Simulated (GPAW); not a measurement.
# Hf2CO2 MXene monolayer: work function by functional and basis, part 2 of 2

Aim: the work function of both faces of Hf2CO2 MXene monolayer, and its spread over functionals and bases. Where a layer proves gapped, the work function hangs on where the smearing puts the Fermi level, and the band edges take its place.

GPAW 26.7.0; GPAW, PAW setups; layer in a repeated cell with vacuum, relaxation of atoms and in-plane cell (the session's first sound run).

So far, upper work function (eV): step 3 (plane waves, PBE) 4.95; step 6 (self-consistent run: xc = "RPBE") 4.79; step 7 (OptPBE vdW: xc = "optPBE-vdW", GPAW, PAW setups, GPAW) 5.19; step 8 (self-consistent run: xc = "vdW-DF2", GPAW, PAW setups, GPAW) 5.39; step 9 (real-space grid: mode = "fd", PBE, GPAW) 4.96.

## Step 10: Atomic orbitals: mode = "lcao"

Atom-centred orbitals end a few angstrom from the surface, which tests how much the density's tail matters.

run.py reads:

```python
import json
import numpy as np
from ase import Atoms
from gpaw import GPAW

slab = Atoms(
    ['O', 'Hf', 'C', 'Hf', 'O'],
    positions=[
        [-0.00000, 1.88229, 7.00000],
        [1.63011, 0.94114, 7.94433],
        [-0.00000, -0.00000, 9.32592],
        [-0.00000, 1.88229, 10.70752],
        [1.63011, 0.94114, 11.65184]],
    cell=[[3.26022, -0.0, 0.0], [-1.63011, 2.82343, 0.0], [0.0, 0.0, 18.6518]],
    pbc=[True, True, False])

slab.calc = GPAW(mode='lcao', basis='dzp', h=0.18, xc='PBE', kpts={'size': (12, 12, 1), 'gamma': True},
                 occupations={'name': 'fermi-dirac', 'width': 0.05}, nbands='120%',
                 convergence={'density': 1e-05}, maxiter=200,
                 poissonsolver={'dipolelayer': 'xy'},
                 symmetry={'tolerance': 1e-3}, txt='slab.txt')
result = {}
energy = slab.get_potential_energy()
fermi = slab.calc.get_fermi_level()
v = slab.calc.get_electrostatic_potential().mean((0, 1)) - fermi
n = slab.calc.get_pseudo_density().mean((0, 1))
L = slab.cell[2, 2]
z = np.arange(len(v)) * L / len(v)
low, high = slab.positions[:, 2].min(), slab.positions[:, 2].max()
below, above = np.interp([low - 4.8, high + 4.8], z, v)
slopes = [np.interp(x, z, np.gradient(v, z)) for x in (low - 4.8, high + 4.8)]
eps = np.array([[slab.calc.get_eigenvalues(k, s) for k in range(len(slab.calc.get_ibz_k_points()))]
                for s in range(slab.calc.get_number_of_spins())]) - fermi
top, bottom = eps[eps < 0].max(), eps[eps > 0].min()
dipole = slab.get_dipole_moment()[2]
print(f'energy {energy:.4f} eV, Fermi level {fermi:.4f} eV, dipole {dipole:.5f} e A')
print(f'potential 4.8 A off the faces, from the Fermi level: lower {below:.4f} eV, upper {above:.4f} eV')
print(f'slope of the potential there: lower {slopes[0]:.5f}, upper {slopes[1]:.5f} eV/A')
print(f'nearest levels on the mesh: {top:.4f} and {bottom:.4f} eV')
print('magnetic moment', round(slab.get_magnetic_moment(), 3))
result.update(energy=energy, fermi=fermi, dipole=dipole, below=below, above=above, slopes=slopes, edges=[top, bottom],
              z=z.tolist(), v=v.tolist(), n=n.tolist(), positions=slab.positions.tolist(),
              forces=slab.get_forces(apply_constraint=False).tolist(), moments=slab.get_magnetic_moments().tolist())
json.dump(result, open('result.json', 'w'))
```

Launch:

```sh
> OMP_NUM_THREADS=1 OPENBLAS_NUM_THREADS=1 python run.py
```

Wall time 3.9 min (1 thread of AMD EPYC 9R14 (Zen 4), shared host); peak memory 0.31 GiB.

Numbers from this step:

| Quantity | Value |
| --- | --- |
| levels nearest the Fermi level on the mesh | -0.4550, 0.5019 eV from the Fermi level |
| upper work function | 5.154 eV |
| lower work function | 5.167 eV |
| upper ionisation energy | 5.609 eV |

Electrostatic potential energy of an electron (without an applied field's), less the Fermi level, planar mean against z:

z (Å), electrostatic potential energy of an electron (without an applied field's), less the Fermi level, planar mean (eV) and a bar from the least value:
```
        0        5.2 ##############################
        1        5.2 ##############################
        2        5.2 ##############################
        3        5.2 ##############################
        4        5.2 ##############################
        5        5.1 ##############################
        6        4.4 #############################
        7      -12.5 ###########
        8      -22.2 
        9       -6.3 #################
       10       -7.4 ################
       11      -18.7 ####
       12       -2.6 #####################
       13        4.9 ##############################
       14        5.1 ##############################
       15        5.2 ##############################
       16        5.2 ##############################
       17        5.2 ##############################
       18        5.2 ##############################
```

The highest filled level lies 0.455 eV under the Fermi level, so the ionisation energy from the upper face is 5.154 + 0.455 = 5.609 eV, against 5.418 eV in the base run.

## Step 11: The ladder

Times are for 1 thread of AMD EPYC 9R14 (Zen 4), shared host. Results by setting:

| no. | run | upper ionisation energy (eV) | time | memory (GiB) |
| --- | --- | --- | --- | --- |
| 1 | pw | 5.418 | 33 s | 0.24 |
| 2 | revPBE | 5.277 | 33 s | 0.25 |
| 3 | LDA | 5.776 | 33 s | 0.24 |
| 4 | RPBE | 5.268 | 35 s | 0.24 |
| 5 | optPBE vdW | 5.674 | 43 s | 0.41 |
| 6 | vdW DF2 | 5.913 | 43 s | 0.41 |
| 7 | fd | 5.428 | 97 s | 0.58 |
| 8 | lcao | 5.609 | 3.9 min | 0.31 |

## Step 12: Side by side

Results and costs are gathered.

This step: comparison of work functions, dipole and cost (GPAW 26.7.0).

Ladder, by row:

| step | code | work function, upper (eV) | work function, lower (eV) | dipole (e Å) | wall time (s) | peak memory (GiB) | threads |
| --- | --- | --- | --- | --- | --- | --- | --- |
| pw | GPAW | 4.955 | 4.968 | 5.23e-4 | 32.88 | 0.24 | 1 |
| revPBE | GPAW | 4.802 | 4.815 | 5.22e-4 | 32.75 | 0.25 | 1 |
| LDA | GPAW | 5.357 | 5.37 | 5.24e-4 | 33.1 | 0.24 | 1 |
| RPBE | GPAW | 4.788 | 4.801 | 5.22e-4 | 34.56 | 0.24 | 1 |
| optPBE-vdW | GPAW | 5.185 | 5.199 | 5.22e-4 | 42.6 | 0.41 | 1 |
| vdW-DF2 | GPAW | 5.387 | 5.4 | 5.22e-4 | 42.69 | 0.41 | 1 |
| fd | GPAW | 4.963 | 4.976 | 6.69e-4 | 96.51 | 0.58 | 1 |
| lcao | GPAW | 5.154 | 5.167 | 6.69e-4 | 236.7 | 0.31 | 1 |

## Step 13: Outcome

| Quantity | Value |
| --- | --- |
| work function, upper and lower face (Fermi level placed in the gap by the smearing) | 4.955 and 4.968 eV |
| ionisation energy from the upper face (highest filled level on the mesh) | 5.42 eV |
| electron affinity from the upper face (lowest empty Kohn-Sham level on the mesh) | 4.45 eV |
| dipole along the normal | 5.2e-4 e Å |

In words: With plane waves and PBE the ionisation energy from the upper face is 5.42 eV and the Kohn-Sham electron affinity 4.45 eV. The levels nearest the Fermi level on the mesh lie 0.969 eV apart, so the slab is gapped there: the smearing puts the Fermi level inside the gap, and from either face the ionisation energy is the work function plus 0.46 eV. Both are Kohn-Sham levels on the mesh, and semilocal gaps are too small, so the affinity tends to come out too large and the ionisation energy too small. Work functions of a gapped slab move with the place of the Fermi level in the gap; over the runs without a planted fault the highest filled level on the mesh lies 5.27 (RPBE) to 5.91 eV (vdW-DF2) under the upper vacuum level. With elements this heavy, spin-orbit coupling can move band edges by tenths of an eV. The small printed dipole stands for a step of -10 meV from the lower to the upper face, and the probes find -13 meV; values this small are near the numerical noise of both. The layer's cell and atoms come from the relaxation; spin-orbit coupling and temperature are left out.

[Logs are printed without paths, hosts, clocks, repeated set-up lines and the standing remarks that a program may print on its own settings, such as how far it seeks lower states.]

[Hosts, paths, dates, database ids (printed as entryN), source tags and the programs' standing remarks are cut or masked in the printed files.]
